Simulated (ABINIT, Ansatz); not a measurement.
**Er (P6_3/mmc): phonons by linear response**

Aim: the phonon dispersion of Er (P6_3/mmc), checked by a second program.

Program: ABINIT 10.8.3. Level of theory: DFT PBEsol, scalar-relativistic, plane waves, PseudoDojo norm-conserving, 4f in core pseudopotentials (the lanthanide files made for PBE). Results are calculated unless marked as measured.

**1. Set-up**

The structure is hexagonal, space group P6_3/mmc (No. 194). The conventional cell has a = 3.559 Å, b = 3.559 Å, c = 5.587 Å, α = 90.00°, β = 90.00°, γ = 120.00°. Er has 12 Er at 3.47 to 3.56 Å nearest.

**2. A probe with smearing**

A first run with smearing and empty bands tells whether the crystal has a gap, which decides between fixed occupations and smearing later on.

probe.abi reads:

```
# ground state
tolvrs 1.0d-08
prtden 1
prtwf 1

# basis, mesh and filling
ecut 22.0
ixc -116133
ngkpt 6 6 4
nshiftk 1
shiftk 0.0 0.0 0.0
istwfk *1
occopt 7
tsmear 0.005
nband 18
nstep 100
diemac 9.0
prtebands 0
prtgsr 0

# cell and atoms
acell 6.725157332 6.725157332 10.55865575
rprim 
    1.0 0.0 0.0
    -0.5 0.8660254038 0.0
    0.0 0.0 1.0
ntypat 1
znucl 68
natom 2
typat 1 1
xred 
    1/3 2/3 0.25
    2/3 1/3 0.75
pp_dirpath "./pseudo"
pseudos "Er.upf"
```

Started as:

```bash
OMP_NUM_THREADS=1 mpirun -n 4 abinit probe.abi > probe.log
```

Numbers of over 12 decimals in the logs are rounded to 6 here.

probe.abo, the main output file:

```text
[banners, grids, parts of the stress and lines that vanish by symmetry left out]
- input  file    -> probe.abi
- output file    -> probe.abo
- root for input  files -> probei
[...]
Symmetries : space group P6_3/m m c (#194); Bravais hP (primitive hexag.)
[...]
mpw =        2061          nfft =       43200          nkpt =          21
[...]
== DATASET  1 ==================================================================
[...]
cutoff_energies: {ecut:  22.0, pawecutdg:  -1.0, }
[...]
ETOT  1  -90.036346317447    -9.004E+01 3.573E-02 7.145E+00
 ETOT  2  -90.072101381380    -3.576E-02 5.039E-03 1.720E-01
 ETOT  3  -90.072166448886    -6.507E-05 5.673E-04 7.546E-04
 ETOT  4  -90.072166593381    -1.445E-07 3.844E-04 1.724E-05
 ETOT  5  -90.072166597545    -4.163E-09 1.375E-04 1.198E-07
 ETOT  6  -90.072166597570    -2.545E-11 9.151E-05 1.341E-09
 At SCF step    6       vres2   =  1.34E-09 < tolvrs=  1.00E-08 =>converged.
[...]
sigma(1 1)=  1.04354540E-04  sigma(3 2)=  0.00000000E+00
  sigma(2 2)=  1.04354540E-04  sigma(3 1)=  0.00000000E+00
  sigma(3 3)=  1.38156035E-04  sigma(2 1)=  0.00000000E+00
[...]
convergence: {deltae: -2.545E-11, res2:  1.341E-09, residm:  9.151E-05, diffor: null, }
etotal    :  -9.00721666E+01
[...]
sigma(1 1)=  1.04354540E-04  sigma(3 2)=  0.00000000E+00
  sigma(2 2)=  1.04354540E-04  sigma(3 1)=  0.00000000E+00
  sigma(3 3)=  1.38156035E-04  sigma(2 1)=  0.00000000E+00
[...]
- sigma(1 1)=  3.07021658E+00  sigma(3 2)=  0.00000000E+00
- sigma(2 2)=  3.07021657E+00  sigma(3 1)=  0.00000000E+00
- sigma(3 3)=  4.06469087E+00  sigma(2 1)=  0.00000000E+00
[...]
fcart      0.0000000000E+00  0.0000000000E+00  9.9616330450E-32
           strten      1.0435454045E-04  1.0435454019E-04  1.3815603459E-04
================================================================================

[key lines of the parts left out:]
pressure_GPa:  -3.4017E+00
```

Run time: 7.1 s. Hardware: 4 MPI ranks of Arm Neoverse V1, shared host; 28 s of CPU time.

This step gave:

* volume per atom: 30.64 Å³
* pressure: -3.402 GPa
* gap on the k-mesh: 0 eV

No gap opens on this mesh, so smearing is kept; the printed pressure holds the stress of the finite basis too.

**3. Relaxing the cell and atoms**

The harmonic expansion needs vanishing forces, and a free crystal bears no stress, so cell and atoms are brought to rest. Stress is more sensitive to the basis than forces are: the last 3 Ha under the cutoff are smoothed with ecutsm, and the cutoff is raised above that of the later runs.

relax.abi reads:

```
# relaxation
ionmov 2
optcell 2
dilatmx 1.08
ntime 40
tolmxf 1.0d-05
tolvrs 1.0d-14
prtwf 0
prtden 0
chksymtnons 0

# basis, mesh and filling
ecut 28.0
ecutsm 3.0
ixc -116133
ngkpt 9 9 6
nshiftk 1
shiftk 0.0 0.0 0.0
istwfk *1
occopt 7
tsmear 0.01
nband 18
nstep 100
diemac 1000000.0
prtebands 0
prtgsr 0

# cell and atoms
acell 6.725157332 6.725157332 10.55865575
rprim 
    1.0 0.0 0.0
    -0.5 0.8660254038 0.0
    0.0 0.0 1.0
ntypat 1
znucl 68
natom 2
typat 1 1
xred 
    1/3 2/3 0.25
    2/3 1/3 0.75
pp_dirpath "./pseudo"
pseudos "Er.upf"
```

Started as:

```bash
OMP_NUM_THREADS=1 mpirun -n 4 abinit relax.abi > relax.log
```

relax.abo, the main output file:

```text
[banners, grids, parts of the stress and lines that vanish by symmetry left out]
- input  file    -> relax.abi
- output file    -> relax.abo
- root for input  files -> relaxi
[...]
Symmetries : space group P6_3/m m c (#194); Bravais hP (primitive hexag.)
[...]
mpw =        3724          nfft =       77760          nkpt =          48
[...]
== DATASET  1 ==================================================================
[...]
cutoff_energies: {ecut:  28.0, pawecutdg:  -1.0, }
[...]
ETOT  1  -90.037710703403    -9.004E+01 4.871E-02 1.119E+01
 ETOT  2  -90.075045881175    -3.734E-02 4.715E-03 9.328E-02
 ETOT  3  -90.075067897458    -2.202E-05 1.294E-03 5.466E-03
 ETOT  4  -90.075068536085    -6.386E-07 1.345E-03 4.275E-05
 ETOT  5  -90.075068540478    -4.393E-09 8.748E-04 3.343E-07
[...]
At SCF step    9       vres2   =  3.51E-15 < tolvrs=  1.00E-14 =>converged.
[...]
sigma(1 1)=  7.31854072E-05  sigma(3 2)=  0.00000000E+00
  sigma(2 2)=  7.31854069E-05  sigma(3 1)=  0.00000000E+00
  sigma(3 3)=  8.74027292E-05  sigma(2 1)=  0.00000000E+00
[...]
convergence: {deltae: -1.194E-12, res2:  3.511E-15, residm:  4.455E-04, diffor: null, }
etotal    :  -9.00750685E+01
[...]
ETOT  1  -90.075114923201    -9.008E+01 1.077E+00 1.306E+00
[...]
At SCF step    9       vres2   =  8.66E-17 < tolvrs=  1.00E-14 =>converged.
[...]
sigma(1 1)=  6.41405481E-05  sigma(3 2)=  0.00000000E+00
  sigma(2 2)=  6.41405479E-05  sigma(3 1)=  0.00000000E+00
  sigma(3 3)=  7.73780068E-05  sigma(2 1)=  0.00000000E+00
[...]
convergence: {deltae:  2.416E-13, res2:  8.658E-17, residm:  7.159E-06, diffor: null, }
etotal    :  -9.00752822E+01
[...]
ETOT  1  -90.068210553269    -9.007E+01 3.811E+02 6.083E+01
[...]
At SCF step    9       vres2   =  3.57E-15 < tolvrs=  1.00E-14 =>converged.
[...]
sigma(1 1)= -4.93712076E-06  sigma(3 2)=  0.00000000E+00
  sigma(2 2)= -4.93712106E-06  sigma(3 1)=  0.00000000E+00
  sigma(3 3)= -6.89583805E-07  sigma(2 1)=  0.00000000E+00
[...]
convergence: {deltae: -3.411E-13, res2:  3.567E-15, residm:  8.670E-06, diffor: null, }
etotal    :  -9.00759548E+01
[...]
ETOT  1  -90.075941536839    -9.008E+01 1.127E-06 1.197E-01
[...]
At SCF step    8       vres2   =  7.14E-16 < tolvrs=  1.00E-14 =>converged.
[...]
sigma(1 1)= -1.54401755E-06  sigma(3 2)=  0.00000000E+00
  sigma(2 2)= -1.54401784E-06  sigma(3 1)=  0.00000000E+00
  sigma(3 3)=  2.88053383E-06  sigma(2 1)=  0.00000000E+00
[...]
convergence: {deltae:  1.705E-13, res2:  7.139E-16, residm:  2.925E-07, diffor: null, }
etotal    :  -9.00759564E+01
[...]
ETOT  1  -90.075956491566    -9.008E+01 2.028E-07 1.874E-04
[...]
At SCF step    7       vres2   =  3.40E-16 < tolvrs=  1.00E-14 =>converged.
[...]
sigma(1 1)= -1.38451861E-06  sigma(3 2)=  0.00000000E+00
  sigma(2 2)= -1.38451891E-06  sigma(3 1)=  0.00000000E+00
  sigma(3 3)=  2.74992839E-06  sigma(2 1)=  0.00000000E+00
[...]
convergence: {deltae:  3.126E-13, res2:  3.399E-16, residm:  5.549E-07, diffor: null, }
etotal    :  -9.00759565E+01
[...]
ETOT  1  -90.075951521868    -9.008E+01 2.028E+00 3.054E-02
[...]
ETOT  7  -90.075957555215     1.904E-12 9.343E-08 4.550E-14
 ETOT  8  -90.075957555216    -1.592E-12 3.861E-08 2.674E-16
 At SCF step    8       vres2   =  2.67E-16 < tolvrs=  1.00E-14 =>converged.
[...]
sigma(1 1)=  5.49444057E-08  sigma(3 2)=  0.00000000E+00
  sigma(2 2)=  5.49441151E-08  sigma(3 1)=  0.00000000E+00
  sigma(3 3)=  7.94372025E-08  sigma(2 1)=  0.00000000E+00
[...]
convergence: {deltae: -1.592E-12, res2:  2.674E-16, residm:  3.861E-08, diffor: null, }
etotal    :  -9.00759576E+01
[...]
At Broyd/MD step   6, gradients are converged :
[...]
sigma(1 1)=  5.49444057E-08  sigma(3 2)=  0.00000000E+00
  sigma(2 2)=  5.49441151E-08  sigma(3 1)=  0.00000000E+00
  sigma(3 3)=  7.94372025E-08  sigma(2 1)=  0.00000000E+00
[...]
- sigma(1 1)=  1.61652023E-03  sigma(3 2)=  0.00000000E+00
- sigma(2 2)=  1.61651168E-03  sigma(3 1)=  0.00000000E+00
- sigma(3 3)=  2.33712319E-03  sigma(2 1)=  0.00000000E+00
[...]
fcart      6.1029650318E-29  3.5235485039E-29 -0.0000000000E+00
           strten      5.4944405701E-08  5.4944115094E-08  7.9437202538E-08
================================================================================

[key lines of the parts left out:]
pressure_GPa:  -1.8567E-03
Total energy (etotal) [Ha]= -9.00759575552161E+01
```

Run time: 2.2 min. Hardware: 4 MPI ranks.

Step by step:

| step | energy less that of the first step (eV) | largest force (eV/Å) | volume (Å³) |
| --- | --- | --- | --- |
| 1 | 0.0000 | 0.0000 | 61.28 |
| 2 | -0.0058 | 0.0000 | 60.86 |
| 3 | -0.0241 | 0.0000 | 57.94 |
| 4 | -0.0242 | 0.0000 | 58.06 |
| 5 | -0.0242 | 0.0000 | 58.07 |
| 6 | -0.0242 | 0.0000 | 58.07 |

| conventional cell, symmetrised | before | after | change |
| --- | --- | --- | --- |
| a (Å) | 3.559 | 3.502 | -1.6 % |
| b (Å) | 3.559 | 3.502 | -1.6 % |
| c (Å) | 5.587 | 5.467 | -2.1 % |
| volume (Å³/atom) | 30.64 | 29.04 | -5.2 % |

Final coordinates:

```
Er
1.0
     3.50212    0.00000    0.00000
    -1.75106    3.03292    0.00000
     0.00000    0.00000    5.46744
Er
2
Direct
  0.33333 0.66667 0.25000
  0.66667 0.33333 0.75000
```

This step gave:

```
volume per atom : 29.04 Å³
pressure        : -0.001857 GPa
```

The volume changes by -5.2 % in this run and stands -5.2 % from the first cell.

**4. Ground state**

The response is built on these wavefunctions, so the potential is converged far more tightly than an energy would need. Smearing stays on, as the first look found no gap above 0.3 eV.

gs.abi reads:

```
# ground state
tolvrs 1.0d-16
prtden 1
prtwf 1

# basis, mesh and filling
ecut 22.0
ixc -116133
ngkpt 9 9 6
nshiftk 1
shiftk 0.0 0.0 0.0
istwfk *1
occopt 7
tsmear 0.01
nband 18
nstep 100
diemac 1000000.0
prtebands 0
prtgsr 0

# cell and atoms
acell 6.618041909 6.618041909 10.33195649
rprim 
    1.0 0.0 0.0
    -0.5 0.8660254038 0.0
    0.0 0.0 1.0
ntypat 1
znucl 68
natom 2
typat 1 1
xred 
    1/3 2/3 0.25
    2/3 1/3 0.75
pp_dirpath "./pseudo"
pseudos "Er.upf"
```

Started as:

```bash
OMP_NUM_THREADS=1 mpirun -n 4 abinit gs.abi > gs.log
```

gs.abo, the main output file:

```text
[banners, grids, parts of the stress and lines that vanish by symmetry left out]
- input  file    -> gs.abi
- output file    -> gs.abo
- root for input  files -> gsi
[...]
Symmetries : space group P6_3/m m c (#194); Bravais hP (primitive hexag.)
[...]
mpw =        1956          nfft =       40500          nkpt =          48
[...]
== DATASET  1 ==================================================================
[...]
cutoff_energies: {ecut:  22.0, pawecutdg:  -1.0, }
[...]
ETOT  1  -90.040870968519    -9.004E+01 4.670E-02 6.002E+00
 ETOT  2  -90.074266656589    -3.340E-02 9.302E-03 6.507E-02
 ETOT  3  -90.074296458424    -2.980E-05 1.095E-03 1.987E-03
 ETOT  4  -90.074296874676    -4.163E-07 1.165E-03 2.216E-05
 ETOT  5  -90.074296879431    -4.755E-09 1.402E-03 1.329E-07
[...]
ETOT 10  -90.074296879469     2.132E-13 2.219E-04 1.121E-16
 ETOT 11  -90.074296879470    -6.537E-13 2.451E-04 4.618E-17
 At SCF step   11       vres2   =  4.62E-17 < tolvrs=  1.00E-16 =>converged.
[...]
sigma(1 1)=  4.03357115E-05  sigma(3 2)=  0.00000000E+00
  sigma(2 2)=  4.03357112E-05  sigma(3 1)=  0.00000000E+00
  sigma(3 3)=  4.01185776E-05  sigma(2 1)=  0.00000000E+00
[...]
convergence: {deltae: -6.537E-13, res2:  4.618E-17, residm:  2.451E-04, diffor: null, }
etotal    :  -9.00742969E+01
[...]
sigma(1 1)=  4.03357115E-05  sigma(3 2)=  0.00000000E+00
  sigma(2 2)=  4.03357112E-05  sigma(3 1)=  0.00000000E+00
  sigma(3 3)=  4.01185776E-05  sigma(2 1)=  0.00000000E+00
[...]
- sigma(1 1)=  1.18671760E+00  sigma(3 2)=  0.00000000E+00
- sigma(2 2)=  1.18671759E+00  sigma(3 1)=  0.00000000E+00
- sigma(3 3)=  1.18032930E+00  sigma(2 1)=  0.00000000E+00
[...]
fcart      4.0686433543E-29 -2.3490323358E-29 -0.0000000000E+00
           strten      4.0335711469E-05  4.0335711177E-05  4.0118577555E-05
================================================================================

[key lines of the parts left out:]
pressure_GPa:  -1.1846E+00
```

It took 18 s on 4 MPI ranks.

Numbers from this step:

| Item | Value |
| --- | --- |
| pressure | -1.185 GPa |

The cell stands at -1.2 GPa: the relaxation ran with a smoothed and higher cutoff, and the difference is a stress of the finite basis.

(Continued in part 2 of 4.)

[Host names and launcher messages were left out of these logs when they were recorded.]

[Logs are printed without paths, hosts, clocks, repeated set-up lines and the standing remarks that a program may print on its own settings, such as how far it seeks lower states.]

[Hosts, paths, dates, database ids (printed as entryN), source tags and the programs' standing remarks are cut or masked in the printed files.]
